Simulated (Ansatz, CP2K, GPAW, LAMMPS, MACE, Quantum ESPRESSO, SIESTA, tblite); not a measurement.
# What went wrong? CP2K on amorphous 29Ga2O3-71GeO2 (mol %) (86 atoms)

Program: CP2K 2026.2, a calculation on a cell of 14 Ga, 17 Ge and 55 O, 16.1 Å³ an atom.

Input file input.inp:

```
&GLOBAL
  PROJECT cell
  RUN_TYPE ENERGY_FORCE
  PRINT_LEVEL LOW
&END GLOBAL
&FORCE_EVAL
  METHOD QS
  STRESS_TENSOR ANALYTICAL
  &DFT
    BASIS_SET_FILE_NAME BASIS_MOLOPT
    POTENTIAL_FILE_NAME GTH_POTENTIALS
    &MGRID
      CUTOFF 800
      REL_CUTOFF 50
      NGRIDS 5
    &END MGRID
    &QS
      EPS_DEFAULT 1.0E-12
    &END QS
    &SCF
      SCF_GUESS ATOMIC
      EPS_SCF 1.0E-06
      MAX_SCF 60
      ADDED_MOS 14
      &DIAGONALIZATION
        ALGORITHM STANDARD
      &END DIAGONALIZATION
      &SMEAR ON
        METHOD FERMI_DIRAC
        ELECTRONIC_TEMPERATURE [K] 580
      &END SMEAR
      &MIXING
        METHOD BROYDEN_MIXING
        ALPHA 0.3
        NBROYDEN 8
      &END MIXING
      &PRINT
        &RESTART OFF
        &END RESTART
      &END PRINT
    &END SCF
    &XC
      &XC_FUNCTIONAL PBE96
      &END XC_FUNCTIONAL
    &END XC
    &PRINT
      &MULLIKEN ON
      &END MULLIKEN
      &HIRSHFELD ON
        SHAPE_FUNCTION DENSITY
      &END HIRSHFELD
      &MO ON
        EIGENVALUES T
        OCCUPATION_NUMBERS T
        MO_INDEX_RANGE 279 302
        &EACH
          QS_SCF 0
        &END EACH
        ADD_LAST NUMERIC
      &END MO
    &END PRINT
  &END DFT
  &SUBSYS
    &CELL
      A 11.14215 0.00000 0.00000
      B 0.00000 11.14215 0.00000
      C 0.00000 0.00000 11.14215
    &END CELL
    &TOPOLOGY
      COORD_FILE_NAME structure.xyz
      COORD_FILE_FORMAT XYZ
    &END TOPOLOGY
    &KIND Ga
      BASIS_SET DZVP-MOLOPT-SR-GTH-q13
      POTENTIAL GTH-PBE-q13
    &END KIND
    &KIND Ge
      BASIS_SET DZVP-MOLOPT-SR-GTH-q4
      POTENTIAL GTH-PBE-q4
    &END KIND
    &KIND O
      BASIS_SET DZVP-MOLOPT-SR-GTH-q6
      POTENTIAL GTH-PBE-q6
    &END KIND
  &END SUBSYS
  &PRINT
    &FORCES ON
    &END FORCES
    &STRESS_TENSOR ON
    &END STRESS_TENSOR
  &END PRINT
&END FORCE_EVAL
```

Input file structure.xyz:

```xyz
86

Ga 9.00152 3.27925 6.39805
Ga 8.91405 10.57212 9.69222
Ga 9.95640 6.59638 2.27734
Ga 10.73156 2.37729 8.82659
Ga 5.10990 2.27333 2.52849
Ga 0.76079 10.75251 9.60074
Ga 10.23473 1.29873 0.95600
Ga 10.48721 10.25067 3.63468
Ga 5.33631 0.85204 8.84130
Ga 9.96788 7.04340 5.56851
[... 72 atom lines left out ...]
O 3.24883 2.44191 2.43200
O 2.64559 3.70332 8.03906
O 9.31216 10.66839 7.62680
O 8.09076 4.35045 11.03340
```

On the command line:

```bash
$ OMP_NUM_THREADS=2 cp2k.psmp -i input.inp > output.txt
```

The program printed:

```text
*   ___                                                                       *
 *  /   \                                                                      *
 * [ABORT]                                                                     *
 *  \___/                   invalid value for enumeration:PBE96                *
 *    |                                                                        *
 *  O/|                                                                        *
 * /| |                                                                        *
```

Wall time 0.6 s (2 threads of Arm Neoverse V2, shared host); peak memory 0.14 GiB.

Banners, paths, timers and routine set-up lines are dropped from the logs unmarked, and long logs keep their key lines alone; longer cuts are marked.

Q: Find the fault and mend it.

An unknown functional: functional pbe96. The sound run has functional pbe.

The program stopped at the start.

[Also dropped from logs without a mark: logging warnings of Python, and SIESTA's first energy breakdown and zero terms.]

[Logs are printed without paths, hosts, clocks, repeated set-up lines and the standing remarks that a program may print on its own settings, such as how far it seeks lower states.]

[Hosts, paths, dates, database ids (printed as entryN), source tags and the programs' standing remarks are cut or masked in the printed files.]
